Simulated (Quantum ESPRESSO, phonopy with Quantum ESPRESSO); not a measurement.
## GaP (F-43m): a volume series of phonon spectra

Which modes of GaP drive its thermal expansion?

What experiment has found for this phase:
- volume expansion coefficient 15.9 1e-6/K, heat capacity C_P per formula unit 44.2 J/mol/K and bulk modulus 88.7 GPa near room temperature (given in “High-Throughput Prediction of Finite-Temperature Properties using the Quasi-Harmonic Approximation”, 2016, arXiv:1603.06924)

Method: DFT LDA, scalar-relativistic, plane waves, PseudoDojo norm-conserving pseudopotentials, in Quantum ESPRESSO 7.5.

This is a report of a sequence of runs, with most program output left out.

## (1) Starting point

The structure is cubic, space group F-43m (No. 216). The conventional cell has a = 5.451 Å, b = 5.451 Å, c = 5.451 Å, α = 90.00°, β = 90.00°, γ = 90.00°. Ga has 4 P at 2.36 Å nearest. Nearest to P lie 4 Ga at 2.36 Å. Farther neighbours are not listed.

As a file:

```cif
data_structure
_symmetry_space_group_name_H-M 'P 1'
_symmetry_Int_Tables_number 1
_cell_length_a 3.8541
_cell_length_b 3.8541
_cell_length_c 3.8541
_cell_angle_alpha 60.000
_cell_angle_beta 60.000
_cell_angle_gamma 60.000
_cell_volume 40.48
loop_
_atom_site_label
_atom_site_type_symbol
_atom_site_fract_x
_atom_site_fract_y
_atom_site_fract_z
_atom_site_occupancy
Ga1 Ga 0.00000 0.00000 0.00000 1
P2 P 0.25000 0.25000 0.25000 1
```

## (2) A first coarse run

Before spending time, one coarse run tells the gap and the pressure of the starting cell.

probe.in

```
 &control
    calculation='scf',
    prefix='x',
    outdir='./tmp',
    pseudo_dir='./pseudo',
    tprnfor=.true.,
    tstress=.true.,
    verbosity='high',
 /
 &system
    ibrav=0,
    nat=2,
    ntyp=2,
    ecutwfc=80.0,
    occupations='smearing',
    smearing='gaussian',
    degauss=0.01,
 /
 &electrons
    conv_thr=1.0d-07,
    mixing_beta=0.7,
    electron_maxstep=100,
 /
ATOMIC_SPECIES
 Ga     69.7230  Ga.upf
 P      30.9738  P.upf
CELL_PARAMETERS angstrom
     0.000000000    2.725250000    2.725250000
     2.725250000    0.000000000    2.725250000
     2.725250000    2.725250000    0.000000000
ATOMIC_POSITIONS crystal
 Ga     0.000000000   0.000000000   0.000000000
 P      0.250000000   0.250000000   0.250000000
K_POINTS automatic
 6 6 6 0 0 0
```

The run is started by

```bash
$ OMP_NUM_THREADS=1 mpirun -n 4 pw.x -nk 4 -in probe.in > probe.out
```

It took 3 s on 4 MPI ranks of Arm Neoverse V2, shared host.

Numbers from this step:

```yaml
volume_per_atom: 20.24 Å³
pressure: -2.911 GPa
gap_on_the_k_mesh: 1.498 eV
```

The start is under -2.9 GPa at this level and looks like an insulator or semiconductor on this mesh.

## (3) Finding the static equilibrium

The vibrations must be taken about the equilibrium of this functional, not about the starting cell, so the structure is relaxed.

relax.in

```
 &control
    calculation='vc-relax',
    prefix='x',
    outdir='./tmp',
    pseudo_dir='./pseudo',
    tprnfor=.true.,
    tstress=.true.,
    forc_conv_thr=2.0d-05,
    etot_conv_thr=1.0d-07,
    nstep=40,
 /
 &system
    ibrav=0,
    nat=2,
    ntyp=2,
    ecutwfc=80.0,
    occupations='fixed',
    nbnd=11,
 /
 &electrons
    conv_thr=1.0d-11,
    mixing_beta=0.7,
    electron_maxstep=100,
 /
 &ions
 /
 &cell
    press_conv_thr=0.1,
 /
ATOMIC_SPECIES
 Ga     69.7230  Ga.upf
 P      30.9738  P.upf
CELL_PARAMETERS angstrom
     0.000000000    2.725250000    2.725250000
     2.725250000    0.000000000    2.725250000
     2.725250000    2.725250000    0.000000000
ATOMIC_POSITIONS crystal
 Ga     0.000000000   0.000000000   0.000000000
 P      0.250000000   0.250000000   0.250000000
K_POINTS automatic
 8 8 8 0 0 0
```

The run is started by

```bash
$ OMP_NUM_THREADS=1 mpirun -n 4 pw.x -nk 4 -in relax.in > relax.out
```

The job ended after 29 s (4 MPI ranks; 1.9 min of CPU time).

The steps of the relaxation:

| step | energy less that of the first step (eV) | largest force (eV/Å) | volume (Å³) |
| --- | --- | --- | --- |
| 1 | 0.0000 | 0.0000 | 40.48 |
| 2 | -0.0088 | 0.0000 | 39.88 |
| 3 | -0.0131 | 0.0000 | 39.04 |
| 4 | -0.0132 | 0.0000 | 39.09 |
| 5 | -0.0132 | 0.0000 | 39.09 |
| 6 | -0.0130 | 0.0000 | 39.09 |

| conventional cell, symmetrised | before | after | change |
| --- | --- | --- | --- |
| a (Å) | 5.451 | 5.387 | -1.2 % |
| b (Å) | 5.451 | 5.387 | -1.2 % |
| c (Å) | 5.451 | 5.387 | -1.2 % |
| volume (Å³/atom) | 20.24 | 19.54 | -3.4 % |

The relaxed structure:

```
Ga P
1.0
     0.00000    2.69365    2.69365
     2.69365    0.00000    2.69365
     2.69365    2.69365    0.00000
Ga P
1 1
Direct
  0.00000 0.00000 0.00000
  0.25000 0.25000 0.25000
```

Numbers from this step:

```
volume per atom   : 19.54 Å³
pressure          : -0.02 GPa
gap on the k-mesh : 1.438 eV
```

After the last step pw.x solved the final cell once more on a basis chosen for it, which moves the energy without moving the atoms.

## (4) Self-consistent run

A tight ground state at this cell gives the energy of this member; its pressure is the stress at this cutoff, which can carry an offset from the finite basis.

scf.in

```
 &control
    calculation='scf',
    prefix='x',
    outdir='./tmp',
    pseudo_dir='./pseudo',
    tprnfor=.true.,
    tstress=.true.,
 /
 &system
    ibrav=0,
    nat=2,
    ntyp=2,
    ecutwfc=80.0,
    occupations='fixed',
    nbnd=11,
 /
 &electrons
    conv_thr=1.0d-12,
    mixing_beta=0.7,
    electron_maxstep=100,
 /
ATOMIC_SPECIES
 Ga     69.7230  Ga.upf
 P      30.9738  P.upf
CELL_PARAMETERS angstrom
     0.000000000    2.693648674    2.693648674
     2.693648674    0.000000000    2.693648674
     2.693648674    2.693648674    0.000000000
ATOMIC_POSITIONS crystal
 Ga     0.000000000   0.000000000   0.000000000
 P      0.250000000   0.250000000   0.250000000
K_POINTS automatic
 8 8 8 0 0 0
```

The run is started by

```bash
$ OMP_NUM_THREADS=1 mpirun -n 4 pw.x -nk 4 -in scf.in > scf.out
```

Wall time 6.5 s (4 MPI ranks).

On a basis chosen for the relaxed cell the pressure is -0.02 GPa, small enough for phonons.

## (5) Zone-centre response

In a polar crystal the Born charges and ε∞ give the long-range dipole term that a finite supercell misses. They are those of this k-mesh and were not tested on a denser one; where the gap is small they converge slowly, and the LO modes with them.

ph.in

```
phonons
 &inputph
    prefix='x',
    outdir='./tmp',
    fildyn='x.dyn',
    tr2_ph=1.0d-18,
    epsil=.true.,
 /
0.000000000 0.000000000 0.000000000
```

scf.in is that of step 4.

The run is started by

```bash
$ OMP_NUM_THREADS=1 mpirun -n 4 ph.x -nk 4 -in ph.in > ph.out
```

Wall time 2.6 min (4 MPI ranks).

Numbers from this step:

```yaml
gamma_frequencies: 1.66, 1.66, 1.66, 365.3, 365.3, 365.3 cm⁻¹ (negative: imaginary)
gamma_symmetry: T_2 G_15 P_4 I+R, T_2 G_15 P_4 I+R, T_2 G_15 P_4 I+R, T_2 G_15 P_4 I+R, T_2 G_15 P_4 I+R, T_2 G_15 P_4 I+R
```

ε∞:

```
11.59  0.00  0.00
 0.00 11.59  0.00
 0.00  0.00 11.59
```

Born charge (rows field, columns displacement), before the sum rule (e), principal values of the symmetric part by kind of site:

| atom | atoms with these values | low | middle | high | mean |
| --- | --- | --- | --- | --- | --- |
| Ga1 | 1 | 2.04 | 2.04 | 2.04 | 2.04 |
| P2 | 1 | -2.16 | -2.16 | -2.16 | -2.16 |

In full for P2:

```
-2.16  0.00  0.00
 0.00 -2.16  0.00
 0.00  0.00 -2.16
```

The Born charges sum to zero within 0.12 e; the rest is removed before use. Acoustic frequencies in this log differ from zero by the error of the sum rule, which ph.x does not impose.

## (6) Forces on a displaced cell

One atom (for the harmonic constants) or a pair of atoms (for the cubic ones) is moved by a few hundredths of an ångström; the forces on all atoms give a column of force constants. The threshold is tight because the forces are small.

System of this step: GaP. The structure is monoclinic, space group Cm (No. 8). The conventional cell has a = 13.196 Å, b = 7.619 Å, c = 7.619 Å, α = 90.00°, β = 125.26°, γ = 90.00°. Nearest to Ga lie 4 P at 2.33 to 2.35 Å. Nearest to Ga lie 4 P at 2.32 to 2.33 Å. Nearest to Ga lie 4 P at 2.33 Å. Ga has 4 P at 2.33 Å nearest. Nearest to Ga lie 4 P at 2.33 Å. Farther neighbours are not listed.

disp-00002.in

```
 &control
    calculation='scf',
    prefix='x',
    outdir='./tmp',
    pseudo_dir='./pseudo',
    tprnfor=.true.,
    disk_io='none',
 /
 &system
    ibrav=0,
    nat=16,
    ntyp=2,
    ecutwfc=80.0,
    occupations='fixed',
    nbnd=74,
 /
 &electrons
    conv_thr=1.0d-11,
    mixing_beta=0.7,
    electron_maxstep=100,
 /
ATOMIC_SPECIES
 Ga     69.7230  Ga.upf
 P      30.9738  P.upf
CELL_PARAMETERS angstrom
     0.000000000    5.387297348    5.387297348
     5.387297348    0.000000000    5.387297348
     5.387297348    5.387297348    0.000000000
ATOMIC_POSITIONS crystal
 Ga     0.000000000   0.000000000   0.000000000
 Ga     0.500000000   0.000000000   0.000000000
 Ga     0.000000000   0.500000000   0.000000000
 Ga     0.500000000   0.500000000   0.000000000
 Ga     0.000000000   0.000000000   0.500000000
 Ga     0.500000000   0.000000000   0.500000000
 Ga     0.000000000   0.500000000   0.500000000
 Ga     0.500000000   0.500000000   0.500000000
 P      0.127625089   0.125000000   0.125000000
 P      0.625000000   0.125000000   0.125000000
 P      0.125000000   0.625000000   0.125000000
 P      0.625000000   0.625000000   0.125000000
 P      0.125000000   0.125000000   0.625000000
 P      0.625000000   0.125000000   0.625000000
 P      0.125000000   0.625000000   0.625000000
 P      0.625000000   0.625000000   0.625000000
K_POINTS automatic
 3 3 3 0 0 0
```

The run is started by

```bash
$ OMP_NUM_THREADS=1 mpirun -n 2 pw.x -nk 2 -in disp-00002.in > disp-00002.out
```

Wall time 6.2 min (2 MPI ranks); 12 min of CPU time.

This step gave:

```
gap on the k-mesh : 1.424 eV
```

Force by atom:

| atom | x (eV/Å) | y (eV/Å) | z (eV/Å) | size |
| --- | --- | --- | --- | --- |
| Ga1 | 0.054 | 0.065 | 0.065 | 0.106 |
| Ga2 | -0.059 | 0.069 | 0.069 | 0.114 |
| Ga3 | 0.000 | 0.011 | 0.010 | 0.015 |
| Ga4 | 0.000 | -0.003 | -0.003 | 0.004 |
| Ga5 | 0.000 | 0.010 | 0.011 | 0.015 |
| Ga6 | 0.000 | -0.003 | -0.003 | 0.004 |
| Ga7 | -0.003 | 0.000 | 0.000 | 0.003 |
| Ga8 | 0.003 | 0.000 | 0.000 | 0.003 |
| P9 | 0.006 | -0.177 | -0.177 | 0.251 |
| P10 | 0.000 | 0.019 | 0.019 | 0.026 |
| P11 | 0.010 | -0.003 | 0.008 | 0.014 |
| P12 | -0.010 | 0.008 | -0.003 | 0.014 |
| P13 | 0.010 | 0.008 | -0.003 | 0.014 |
| P14 | -0.010 | -0.003 | 0.008 | 0.014 |
| P15 | 0.000 | -0.002 | -0.002 | 0.002 |
| P16 | 0.000 | 0.001 | 0.001 | 0.001 |

At this level the gap is 1.42 eV on the k-mesh of the self-consistent run, which can miss the band edges.

## (7) A displaced supercell

disp-00001.in, as its differences from disp-00002.in of step 6:

```diff
@@ -29,3 +29,3 @@
 ATOMIC_POSITIONS crystal
- Ga     0.000000000   0.000000000   0.000000000
+ Ga     0.002625089   0.000000000   0.000000000
  Ga     0.500000000   0.000000000   0.000000000
@@ -37,3 +37,3 @@
  Ga     0.500000000   0.500000000   0.500000000
- P      0.127625089   0.125000000   0.125000000
+ P      0.125000000   0.125000000   0.125000000
  P      0.625000000   0.125000000   0.125000000
```

The run is started by

```bash
$ OMP_NUM_THREADS=1 mpirun -n 2 pw.x -nk 2 -in disp-00001.in > disp-00001.out
```

Wall time 6.9 min (2 MPI ranks); 14 min of CPU time.

## (8) Phonons, V/V0 1

This step: DFT LDA, scalar-relativistic, plane waves, PseudoDojo norm-conserving pseudopotentials (phonopy with Quantum ESPRESSO 4.10.0 / 7.5).

Elapsed: 6.9 min, on 4 threads.

Numbers from this step:

```
point group                              : -43m
highest frequency                        : 395.1 cm⁻¹
Debye temperature from the second moment : 518 K
lowest frequency on the path             : 0 cm⁻¹
zero-point energy                        : 0.09302 eV/cell
Γ frequencies                            : 0, 0, 0, 365.7, 365.7, 365.7 cm⁻¹ (negative: imaginary)
```

Phonopy, LO-TO term from ph.x's tensors. Phonon branches along the path, in cm⁻¹:

| point | branch 1 | branch 2 | branch 3 | branch 4 | branch 5 | branch 6 |
| --- | --- | --- | --- | --- | --- | --- |
| Γ | 0 | 0 | 0 | 366 | 366 | 395 |
| halfway | 73 | 73 | 167 | 364 | 364 | 386 |
| X | 102 | 102 | 252 | 361 | 361 | 367 |
| halfway | 101 | 120 | 245 | 356 | 361 | 372 |
| U | 97 | 152 | 229 | 350 | 361 | 376 |
| jump to K | 97 | 152 | 229 | 350 | 361 | 376 |
| halfway | 63 | 104 | 167 | 364 | 366 | 381 |
| Γ | 0 | 0 | 0 | 366 | 366 | 395 |
| halfway | 55 | 55 | 156 | 364 | 364 | 387 |
| L | 79 | 79 | 234 | 363 | 363 | 371 |
| halfway | 92 | 137 | 222 | 354 | 362 | 375 |
| W | 122 | 151 | 222 | 346 | 364 | 375 |
| halfway | 112 | 125 | 239 | 352 | 363 | 373 |
| X | 102 | 102 | 252 | 361 | 361 | 367 |

Harmonic. Thermo, by row:

| T (K) | F_vib (meV/atom) | S (J/mol-atom/K) | C_V (J/mol-atom/K) |
| --- | --- | --- | --- |
| 0 | 46.51 | 0 | 0 |
| 50 | 46.12 | 2.544 | 5.003 |
| 100 | 43.43 | 7.885 | 10.92 |
| 150 | 37.94 | 13.25 | 15.59 |
| 200 | 29.77 | 18.19 | 18.63 |
| 250 | 19.19 | 22.56 | 20.5 |
| 300 | 6.48 | 26.41 | 21.68 |
| 350 | -8.11 | 29.82 | 22.46 |
| 400 | -24.37 | 32.86 | 23 |
| 450 | -42.11 | 35.59 | 23.38 |
| 500 | -61.21 | 38.07 | 23.67 |
| 550 | -81.53 | 40.33 | 23.88 |
| 600 | -103 | 42.42 | 24.04 |
| 650 | -125.5 | 44.35 | 24.17 |
| 700 | -148.9 | 46.14 | 24.27 |
| 750 | -173.3 | 47.82 | 24.36 |
| 800 | -198.5 | 49.4 | 24.43 |
| 850 | -224.4 | 50.88 | 24.48 |
| 900 | -251.2 | 52.28 | 24.53 |
| 950 | -278.6 | 53.61 | 24.57 |
| 1000 | -306.7 | 54.87 | 24.61 |

The modes has structure finer than the step of the table below, so its rows give means over 10 cm⁻¹, whole bins alone (the curve runs from -10 to 417 cm⁻¹). Peaks (cm⁻¹: height): Ga 94.6: 0.0259, 220.7: 0.0316, 363.0: 0.0468, 376.4: 0.0141; P 363.0: 0.142, 376.4: 0.0750.

Phonopy on the run's constants, 19x19x19 mesh, Gaussian sigma 3.0 cm⁻¹. The modes by wavenumber; means over each step; values in 1/cm⁻¹/cell:

| wavenumber (cm⁻¹) | Ga | P |
| --- | --- | --- |
| 0 | 2.6e-5 | 1.3e-5 |
| 10 | 1.6e-4 | 7.4e-5 |
| 20 | 4.8e-4 | 2.1e-4 |
| 30 | 0.00128 | 5.5e-4 |
| 40 | 0.00249 | 0.00105 |
| 50 | 0.00399 | 0.00163 |
| 60 | 0.00661 | 0.00261 |
| 70 | 0.0117 | 0.00439 |
| 80 | 0.0207 | 0.00732 |
| 90 | 0.0240 | 0.00785 |
| 100 | 0.0232 | 0.00698 |
| 110 | 0.0163 | 0.00472 |
| 120 | 0.0109 | 0.00312 |
| 130 | 0.0106 | 0.00301 |
| 140 | 0.0111 | 0.00304 |
| 150 | 0.0118 | 0.00318 |
| 160 | 0.00597 | 0.00157 |
| 170 | 0.00282 | 7.3e-4 |
| 180 | 0.00357 | 8.3e-4 |
| 190 | 0.00497 | 9.8e-4 |
| 200 | 0.00735 | 0.00114 |
| 210 | 0.0135 | 0.00132 |
| 220 | 0.0272 | 0.00137 |
| 230 | 0.0146 | 5.8e-4 |
| 240 | 0.00470 | 1.4e-4 |
| 250 | 0.00136 | 1.8e-5 |
| 260 | 3.2e-5 | 0 |
| 270 | 0 | 0 |
| 280 | 0 | 0 |
| 290 | 0 | 0 |
| 300 | 0 | 0 |
| 310 | 0 | 0 |
| 320 | 0 | 0 |
| 330 | 0 | 8.0e-7 |
| 340 | 5.1e-5 | 0.00198 |
| 350 | 0.00201 | 0.0274 |
| 360 | 0.0281 | 0.0962 |
| 370 | 0.0167 | 0.0638 |
| 380 | 0.00843 | 0.0425 |
| 390 | 0.00272 | 0.00864 |
| 400 | 3.0e-4 | 7.6e-4 |
| 410 | 4.5e-7 | 9.0e-7 |

No LO-TO term. Modes at Γ, with each element's share of the kinetic energy:

| mode | frequency (cm⁻¹) | symmetry | Ga % | P % |
| --- | --- | --- | --- | --- |
| 1 | 0.0 | T2 | 69 | 31 |
| 2 | 0.0 | T2 | 69 | 31 |
| 3 | 0.0 | T2 | 69 | 31 |
| 4 | 365.7 | T2 | 31 | 69 |
| 5 | 365.7 | T2 | 31 | 69 |
| 6 | 365.7 | T2 | 31 | 69 |

Displacements in mode 4 (365.7 cm⁻¹), the largest set to 1:
```
Ga1  0.00 -0.44 -0.04
P2   0.00  1.00  0.09
```

No mode is imaginary beyond numerical noise along the path.

The time given is that of the 2 pw.x runs on displaced cells behind this step.

## (9) Self-consistent run, V/V0 1.015

This step: DFT LDA, scalar-relativistic, plane waves, PseudoDojo norm-conserving pseudopotentials (Quantum ESPRESSO 7.5).

System of this step: GaP. It takes space group F-43m (No. 216, cubic). Conventional cell: a = 5.414 Å, b = 5.414 Å, c = 5.414 Å, α = 90.00°, β = 90.00°, γ = 90.00°. Nearest to Ga lie 4 P at 2.34 Å. P has 4 Ga at 2.34 Å nearest. Farther neighbours are not listed.

scf.in: that of step 5 with these lines changed.

```diff
@@ -25,5 +25,5 @@
 CELL_PARAMETERS angstrom
-     0.000000000    2.693648674    2.693648674
-     2.693648674    0.000000000    2.693648674
-     2.693648674    2.693648674    0.000000000
+     0.000000000    2.707050132    2.707050132
+     2.707050132    0.000000000    2.707050132
+     2.707050132    2.707050132    0.000000000
 ATOMIC_POSITIONS crystal
```

The run is started by

```bash
$ OMP_NUM_THREADS=1 mpirun -n 4 pw.x -nk 4 -in scf.in > scf.out
```

Run time: 6.6 s. Hardware: 4 MPI ranks.

At this level the gap is 1.47 eV on the k-mesh of the self-consistent run, which can miss the band edges.

## (10) Zone-centre response

ph.in is that of step 5.

scf.in is that of step 9.

The run is started by

```bash
$ OMP_NUM_THREADS=1 mpirun -n 4 ph.x -nk 4 -in ph.in > ph.out
```

Wall time 2.7 min (4 MPI ranks).

The Born charges sum to zero within 0.12 e; the rest is removed before use. Acoustic frequencies in this log differ from zero by the error of the sum rule, which ph.x does not impose.

## (11) A displaced supercell

System of this step: GaP. It takes space group Cm (No. 8, monoclinic). The conventional cell has a = 13.262 Å, b = 7.657 Å, c = 7.657 Å, α = 90.00°, β = 125.26°, γ = 90.00°. Nearest to Ga lie 4 P at 2.33 to 2.36 Å. Nearest to Ga lie 4 P at 2.34 Å. Nearest to Ga lie 4 P at 2.34 Å. Farther neighbours are not listed.

disp-00001.in: that of step 7 with these lines changed.

```diff
@@ -25,7 +25,7 @@
 CELL_PARAMETERS angstrom
-     0.000000000    5.387297348    5.387297348
-     5.387297348    0.000000000    5.387297348
-     5.387297348    5.387297348    0.000000000
+     0.000000000    5.414100264    5.414100264
+     5.414100264    0.000000000    5.414100264
+     5.414100264    5.414100264    0.000000000
 ATOMIC_POSITIONS crystal
- Ga     0.002625089   0.000000000   0.000000000
+ Ga     0.002612093   0.000000000   0.000000000
  Ga     0.500000000   0.000000000   0.000000000
```

The run is started by

```bash
$ OMP_NUM_THREADS=1 mpirun -n 2 pw.x -nk 2 -in disp-00001.in > disp-00001.out
```

Wall time 6.7 min (2 MPI ranks); 13 min of CPU time.

## (12) Phonons, V/V0 1.015

This step: DFT LDA, scalar-relativistic, plane waves, PseudoDojo norm-conserving pseudopotentials (phonopy with Quantum ESPRESSO 4.10.0 / 7.5).

Run time: 6.7 min. Hardware: 4 threads; 26 min of CPU time.

Phonopy, LO-TO term from ph.x's tensors. The phonon branches at the labelled points (cm⁻¹):

| point | branch 1 | branch 2 | branch 3 | branch 4 | branch 5 | branch 6 |
| --- | --- | --- | --- | --- | --- | --- |
| Γ | 0 | 0 | 0 | 359 | 359 | 389 |
| halfway | 74 | 74 | 164 | 356 | 356 | 380 |
| X | 104 | 104 | 248 | 353 | 353 | 361 |
| halfway | 102 | 121 | 241 | 349 | 353 | 364 |
| U | 98 | 152 | 225 | 343 | 354 | 368 |
| jump to K | 98 | 152 | 225 | 343 | 354 | 368 |
| halfway | 64 | 104 | 164 | 356 | 358 | 375 |
| Γ | 0 | 0 | 0 | 359 | 359 | 389 |
| halfway | 56 | 56 | 154 | 357 | 357 | 380 |
| L | 80 | 80 | 231 | 355 | 355 | 364 |
| halfway | 94 | 137 | 219 | 347 | 355 | 367 |
| W | 122 | 152 | 218 | 340 | 356 | 367 |
| halfway | 113 | 126 | 236 | 346 | 355 | 365 |
| X | 104 | 104 | 248 | 353 | 353 | 361 |

No mode is imaginary beyond numerical noise along the path. The highest zone-centre mode (no LO–TO term) moved by -1.8 % for a volume change of +1.5 %.

The time given is that of the 2 pw.x runs on displaced cells behind this step.

## (13) Self-consistent run, V/V0 0.985

This step: DFT LDA, scalar-relativistic, plane waves, PseudoDojo norm-conserving pseudopotentials (Quantum ESPRESSO 7.5).

System of this step: GaP. It takes space group F-43m (No. 216, cubic). The conventional cell has a = 5.360 Å, b = 5.360 Å, c = 5.360 Å, α = 90.00°, β = 90.00°, γ = 90.00°. Nearest to Ga lie 4 P at 2.32 Å. Nearest to P lie 4 Ga at 2.32 Å. Farther neighbours are not listed.

scf.in: that of step 10 with these lines changed.

```diff
@@ -25,5 +25,5 @@
 CELL_PARAMETERS angstrom
-     0.000000000    2.707050132    2.707050132
-     2.707050132    0.000000000    2.707050132
-     2.707050132    2.707050132    0.000000000
+     0.000000000    2.680112523    2.680112523
+     2.680112523    0.000000000    2.680112523
+     2.680112523    2.680112523    0.000000000
 ATOMIC_POSITIONS crystal
```

The run is started by

```bash
$ OMP_NUM_THREADS=1 mpirun -n 4 pw.x -nk 4 -in scf.in > scf.out
```

Run time: 6.6 s. Hardware: 4 MPI ranks; 26 s of CPU time.

The run ends at a pressure of 1.39 GPa.

## (14) Born charges and dielectric tensor

ph.in is that of step 10.

scf.in is that of step 13.

The run is started by

```bash
$ OMP_NUM_THREADS=1 mpirun -n 4 ph.x -nk 4 -in ph.in > ph.out
```

Elapsed: 2.6 min, on 4 MPI ranks.

ε∞:

```
11.42  0.00  0.00
 0.00 11.42  0.00
 0.00  0.00 11.42
```

The Born charges sum to zero within 0.12 e; the rest is removed before use. Acoustic frequencies in this log differ from zero by the error of the sum rule, which ph.x does not impose.

(Part 1 of 2 ends here.)

[Logs are printed without paths, hosts, clocks, repeated set-up lines and the standing remarks that a program may print on its own settings, such as how far it seeks lower states.]

[Hosts, paths, dates, database ids (printed as entryN), source tags and the programs' standing remarks are cut or masked in the printed files.]

[A step with changed settings may run another functional than the one named; its input shows which.]

[Of the runs on displaced cells, only some may be shown.]
